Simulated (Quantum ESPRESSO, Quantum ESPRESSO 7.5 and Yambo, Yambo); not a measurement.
# A GW chain in Yambo: AlN (F-43m)

How does a plane-wave GW calculation on AlN (F-43m) run from the first input to the gap?

Main program and level: Quantum ESPRESSO 7.5 and Yambo 5.3.0; PBE and many-body steps on it, plane waves.

Most raw output is cut from this account.

### 1. The starting structure

It takes space group F-43m (No. 216, cubic). Conventional cell: a = 4.368 Å, b = 4.368 Å, c = 4.368 Å, α = 90.00°, β = 90.00°, γ = 90.00°. Nearest to Al lie 4 N at 1.89 Å. N has 4 Al at 1.89 Å nearest. Farther neighbours and most contacts between anions are not listed.

Coordinates:

```cif
data_structure
_symmetry_space_group_name_H-M 'F-43m'
_symmetry_Int_Tables_number 216
_cell_length_a 4.3680
_cell_length_b 4.3680
_cell_length_c 4.3680
_cell_angle_alpha 90.000
_cell_angle_beta 90.000
_cell_angle_gamma 90.000
_cell_volume 83.34
loop_
_atom_site_label
_atom_site_type_symbol
_atom_site_symmetry_multiplicity
_atom_site_Wyckoff_symbol
_atom_site_fract_x
_atom_site_fract_y
_atom_site_fract_z
_atom_site_occupancy
Al1 Al 4 a 0.00000 0.00000 0.00000 1
N1 N 4 c 0.25000 0.25000 0.25000 1
```

The cell and positions are those that the Materials Project relaxed with its own functionals (PBE, PBE+U or r2SCAN), kept fixed. This is not the form that AlN usually takes at ambient conditions.

### 2. Ground state

This step: Quantum ESPRESSO 7.5; DFT, PBE, plane waves, norm-conserving pseudopotentials.

The ground-state density comes first.

pw.in

```
&control
  calculation = 'scf'
  prefix = 'x'
  outdir = 'o'
  pseudo_dir = 'pseudo'
/
&system
  ibrav = 0
  nat = 2
  ntyp = 2
  ecutwfc = 72.0
  nbnd = 9
  force_symmorphic = .true.
/
&electrons
  conv_thr = 1e-10
  electron_maxstep = 80
  mixing_beta = 0.5
/
ATOMIC_SPECIES
  Al 26.982 Al.upf
  N 14.007 N.upf
CELL_PARAMETERS angstrom
  -0.0000000000 2.1839935596 2.1839935596
  2.1839935596 -0.0000000000 2.1839935596
  2.1839935596 2.1839935596 -0.0000000000
ATOMIC_POSITIONS crystal
  Al 0.0000000000 0.0000000000 0.0000000000
  N 0.7500000000 0.7500000000 0.7500000000
K_POINTS automatic
  8 8 8 0 0 0
```

On the command line:

```sh
$ OMP_NUM_THREADS=1 mpirun -n 8 pw.x -nk 8 -in pw.in > pw.out
```

Elapsed: 1.7 s, on 8 MPI ranks of Arm Neoverse V1, shared host; peak memory 0.05 GiB.

This step gave:

```yaml
total_energy: -348.1006 eV
gap: 3.325 eV
k_of_the_valence_top: 0, 0, 0
k_of_the_conduction_bottom: 0, -0.5, -0.5
least_direct_gap: 4.192 eV
```

The gap is indirect, with the least direct gap 0.87 eV higher.

### 3. Bands along the symmetry lines

Levels along a band path, at the cheap level, show where the edges lie and whether the meshes to come will hold them.

pw.in

```
&control
  calculation = 'bands'
  prefix = 'x'
  outdir = 'o'
  pseudo_dir = 'pseudo'
/
&system
  ibrav = 0
  nat = 2
  ntyp = 2
  ecutwfc = 72.0
  nbnd = 10
  force_symmorphic = .true.
/
&electrons
  conv_thr = 1e-9
  electron_maxstep = 80
  diago_full_acc = .true.
  diago_thr_init = 5e-6
/
ATOMIC_SPECIES
  Al 26.982 Al.upf
  N 14.007 N.upf
CELL_PARAMETERS angstrom
  -0.0000000000 2.1839935596 2.1839935596
  2.1839935596 -0.0000000000 2.1839935596
  2.1839935596 2.1839935596 -0.0000000000
ATOMIC_POSITIONS crystal
  Al 0.0000000000 0.0000000000 0.0000000000
  N 0.7500000000 0.7500000000 0.7500000000
K_POINTS crystal
  50
  0.00000000 0.00000000 0.00000000 1
  -0.06250000 -0.06250000 0.00000000 1
  -0.12500000 -0.12500000 0.00000000 1
  -0.18750000 -0.18750000 0.00000000 1
  -0.25000000 -0.25000000 0.00000000 1
  -0.31250000 -0.31250000 0.00000000 1
  -0.37500000 -0.37500000 0.00000000 1
  -0.43750000 -0.43750000 0.00000000 1
  -0.50000000 -0.50000000 0.00000000 1
  -0.48437500 -0.48437500 0.03125000 1
  -0.46875000 -0.46875000 0.06250000 1
  -0.45312500 -0.45312500 0.09375000 1
  -0.43750000 -0.43750000 0.12500000 1
  -0.42187500 -0.42187500 0.15625000 1
  -0.40625000 -0.40625000 0.18750000 1
  -0.39062500 -0.39062500 0.21875000 1
  -0.37500000 -0.37500000 0.25000000 1
  -0.37500000 0.00000000 0.37500000 1
  -0.32812500 0.00000000 0.32812500 1
  -0.28125000 0.00000000 0.28125000 1
  -0.23437500 0.00000000 0.23437500 1
  -0.18750000 0.00000000 0.18750000 1
  -0.14062500 0.00000000 0.14062500 1
  -0.09375000 0.00000000 0.09375000 1
  -0.04687500 0.00000000 0.04687500 1
  0.00000000 0.00000000 0.00000000 1
  0.00000000 0.00000000 0.06250000 1
  0.00000000 0.00000000 0.12500000 1
  0.00000000 0.00000000 0.18750000 1
  0.00000000 0.00000000 0.25000000 1
  0.00000000 0.00000000 0.31250000 1
  0.00000000 0.00000000 0.37500000 1
  0.00000000 0.00000000 0.43750000 1
  0.00000000 0.00000000 0.50000000 1
  -0.06250000 -0.03125000 0.46875000 1
  -0.12500000 -0.06250000 0.43750000 1
  -0.18750000 -0.09375000 0.40625000 1
  -0.25000000 -0.12500000 0.37500000 1
  -0.31250000 -0.15625000 0.34375000 1
  -0.37500000 -0.18750000 0.31250000 1
  -0.43750000 -0.21875000 0.28125000 1
  -0.50000000 -0.25000000 0.25000000 1
  -0.50000000 -0.28125000 0.21875000 1
  -0.50000000 -0.31250000 0.18750000 1
  -0.50000000 -0.34375000 0.15625000 1
  -0.50000000 -0.37500000 0.12500000 1
  -0.50000000 -0.40625000 0.09375000 1
  -0.50000000 -0.43750000 0.06250000 1
  -0.50000000 -0.46875000 0.03125000 1
  -0.50000000 -0.50000000 0.00000000 1
```

It took 1.3 s on 8 MPI ranks; peak memory 0.05 GiB.

Numbers from this step:

```
gap                        : 3.325 eV
k of the valence top       : 0, 0, 0
k of the conduction bottom : -0.5, -0.5, 0
least direct gap           : 4.192 eV
```

The gap is 3.325 eV, as in the run before at this level.

Electronic bands along the path, in eV, zero at the top of the highest filled band; v1 is the highest filled band, c1 the lowest empty one:

| point | v4 | v3 | v2 | v1 | c1 | c2 | c3 | c4 |
| --- | --- | --- | --- | --- | --- | --- | --- | --- |
| Γ | -14.97 | 0.00 | 0.00 | 0.00 | 4.19 | 12.59 | 12.59 | 12.59 |
| halfway | -13.84 | -2.88 | -0.98 | -0.98 | 5.96 | 10.29 | 11.51 | 14.02 |
| X | -12.28 | -4.90 | -1.78 | -1.78 | 3.32 | 8.65 | 13.92 | 15.70 |
| halfway | -12.27 | -4.73 | -2.47 | -1.67 | 3.96 | 9.19 | 13.67 | 15.23 |
| U | -12.30 | -4.25 | -3.63 | -1.37 | 5.17 | 10.12 | 13.05 | 14.17 |
| jump to K | -12.30 | -4.25 | -3.63 | -1.37 | 5.17 | 10.12 | 13.05 | 14.17 |
| halfway | -13.74 | -3.54 | -1.50 | -0.20 | 7.34 | 10.30 | 11.41 | 12.58 |
| Γ | -14.97 | 0.00 | 0.00 | 0.00 | 4.19 | 12.59 | 12.59 | 12.59 |
| halfway | -14.12 | -3.26 | -0.26 | -0.26 | 6.45 | 10.98 | 12.35 | 12.35 |
| L | -12.92 | -5.86 | -0.48 | -0.48 | 7.39 | 9.85 | 11.17 | 11.17 |
| halfway | -12.60 | -5.14 | -2.22 | -1.12 | 7.11 | 9.26 | 12.17 | 12.69 |
| W | -12.23 | -3.77 | -3.44 | -2.70 | 6.05 | 11.45 | 11.98 | 12.16 |
| halfway | -12.25 | -4.56 | -2.40 | -2.29 | 4.57 | 9.69 | 13.40 | 13.89 |
| X | -12.28 | -4.90 | -1.78 | -1.78 | 3.32 | 8.65 | 13.92 | 15.70 |

### 4. Empty states on the mesh, 8×8×8 mesh, 249 bands

The sums over transitions need many empty states on a uniform mesh; this step solves for them.

pw.in

```
&control
  calculation = 'nscf'
  prefix = 'x'
  outdir = 'o'
  pseudo_dir = 'pseudo'
/
&system
  ibrav = 0
  nat = 2
  ntyp = 2
  ecutwfc = 72.0
  nbnd = 249
  force_symmorphic = .true.
/
&electrons
  conv_thr = 1e-9
  electron_maxstep = 80
  diago_full_acc = .true.
  diago_thr_init = 5e-6
/
ATOMIC_SPECIES
  Al 26.982 Al.upf
  N 14.007 N.upf
CELL_PARAMETERS angstrom
  -0.0000000000 2.1839935596 2.1839935596
  2.1839935596 -0.0000000000 2.1839935596
  2.1839935596 2.1839935596 -0.0000000000
ATOMIC_POSITIONS crystal
  Al 0.0000000000 0.0000000000 0.0000000000
  N 0.7500000000 0.7500000000 0.7500000000
K_POINTS automatic
  8 8 8 0 0 0
```

On the command line:

```sh
$ OMP_NUM_THREADS=1 mpirun -n 8 pw.x -nk 4 -in pw.in > pw.out
```

The job ended after 25 s (8 MPI ranks; peak memory 0.53 GiB).

Numbers from this step:

* gap: 3.325 eV
* k of the valence top: 0, 0, 0
* k of the conduction bottom: 0, -0.5, -0.5
* least direct gap: 4.192 eV
* k points computed: 29
* lowest point of the top converged band, above the valence top: 272.3941 eV

On this mesh the gap is 3.325 eV.

### 5. Conversion and set-up

This step: Yambo 5.3.0; conversion and set-up on PBE, plane waves, norm-conserving pseudopotentials.

The states are converted to the many-body program's format and the q mesh is built.

On the command line:

```sh
$ (cd o/x.save; p2y > p2y.log; mv SAVE ../..); yambo > setup.log
```

The job ended after 2.5 s (1 MPI rank; peak memory 0.24 GiB).

### 6. Screening and self-energy, 8×8×8 mesh, 249 bands, screening to 353.7 eV

Now the one-shot GW correction: screening in the RPA, then the self-energy of the levels asked for.

This step: G0W0 on PBE, plane waves, norm-conserving pseudopotentials.

gw3.in

```
HF_and_locXC
gw0
dyson
ppa
em1d
rim_cut
RandQpts= 1000000
RandGvec= 1 RL
EXXRLvcs= 72 Ry
VXCRLvcs= 288 Ry
Chimod= "HARTREE"
% BndsRnXp
 1 | 249 |
%
NGsBlkXp= 26 Ry
% LongDrXp
 1 | 1 | 1 |
%
% GbndRnge
 1 | 249 |
%
DysSolver= "n"
ExtendOut
PPAPntXp= 27.21138 eV
% QPkrange
 1 | 1 | 3 | 6 |
 21 | 21 | 3 | 6 |
%
```

On the command line:

```sh
$ OMP_NUM_THREADS=1 mpirun -n 8 yambo -F gw3.in -J gw3 -C gw3 > gw3.log
```

The job ended after 24 min (8 MPI ranks; peak memory 4.6 GiB).

This step gave:

| Item | Value |
| --- | --- |
| G0W0 gap on the points computed | 4.658 eV |
| starting gap on the mesh | 3.325 eV |
| k of the valence top | 0, 0, 0 |
| k of the conduction bottom | 0, -0.5, -0.5 |
| least direct G0W0 gap on the computed points | 5.640 eV |
| Z at the valence top | 0.7884 |
| Z at the conduction bottom | 0.8387 |

The gap on the mesh goes from 3.32 eV to 4.66 eV, a correction of +1.33 eV.

Limits: finite bands, cutoff and mesh. v1 is the top filled band, c1 the lowest empty one. The levels before and after the correction (eV, zero at the valence-band top of each column):

|  | conduction bottom | valence top |
| --- | --- | --- |
| Kohn-Sham | 3.32 | 0.00 |
| G0W0 | 4.66 | 0.00 |

|  | level | energy (eV) |
| --- | --- | --- |
| Kohn-Sham | Γ v2-v1 | 0.000 |
| Kohn-Sham | Γ c1 | 4.192 |
| Kohn-Sham | Γ c2 | 12.589 |
| Kohn-Sham | (0 -0.5 -0.5) v2-v1 | -1.775 |
| Kohn-Sham | (0 -0.5 -0.5) c1 | 3.325 |
| Kohn-Sham | (0 -0.5 -0.5) c2 | 8.652 |
| G0W0 | Γ v2-v1 | 0.000 |
| G0W0 | Γ c1 | 5.640 |
| G0W0 | Γ c2 | 14.189 |
| G0W0 | (0 -0.5 -0.5) v2-v1 | -2.039 |
| G0W0 | (0 -0.5 -0.5) c1 | 4.658 |
| G0W0 | (0 -0.5 -0.5) c2 | 10.228 |

### 7. Where the time went

Times are wall times on the hardware named with each run, good to a factor of about two.

| step | time | share | memory (GiB) |
| --- | --- | --- | --- |
| ground state | 1.7 s | 0 % | 0.05 |
| bands along the symmetry lines | 1.3 s | 0 % | 0.05 |
| empty states on the mesh | 25 s | 2 % | 0.53 |
| conversion and set-up | 2.5 s | 0 % | 0.24 |
| screening and self-energy | 24 min | 98 % | 4.6 |

### 8. What came out

```yaml
pbe_gap: 3.32 eV, indirect
g0w0_gap_on_the_mesh: 4.66 eV
gw_settings: 8×8×8 mesh, 249 bands, screening to 353.7 eV, Godby-Needs plasmon pole
known_limits: not at the basis limit
```

What this shows: G0W0 moves the gap on the mesh from 3.32 eV to 4.66 eV (+1.33 eV), with Z of 0.79 and 0.84 at the edges. Only 2 of the mesh's irreducible points were corrected, so a valley elsewhere could overtake. The dearest step here is «screening and self-energy». Bands and cutoff are finite, so the gap is not at the basis limit. The miss can reach some tenths of an eV and take either sign; the mesh is an error of its own. In the G0W0 run levels were corrected at 2 k points alone, so a gap called «on the mesh» is the least over those, and an edge elsewhere would be missed.

[Paths, hosts, dates, memory and timing lines, banners, echoed tables and standing remarks are left out of the program output.]

[Logs are printed without paths, hosts, clocks, repeated set-up lines and the standing remarks that a program may print on its own settings, such as how far it seeks lower states.]

[Runs of the session that timed out or met a known fault of the program may be left out.]

[Hosts, paths, dates, database ids (printed as entryN), source tags and the programs' standing remarks are cut or masked in the printed files.]
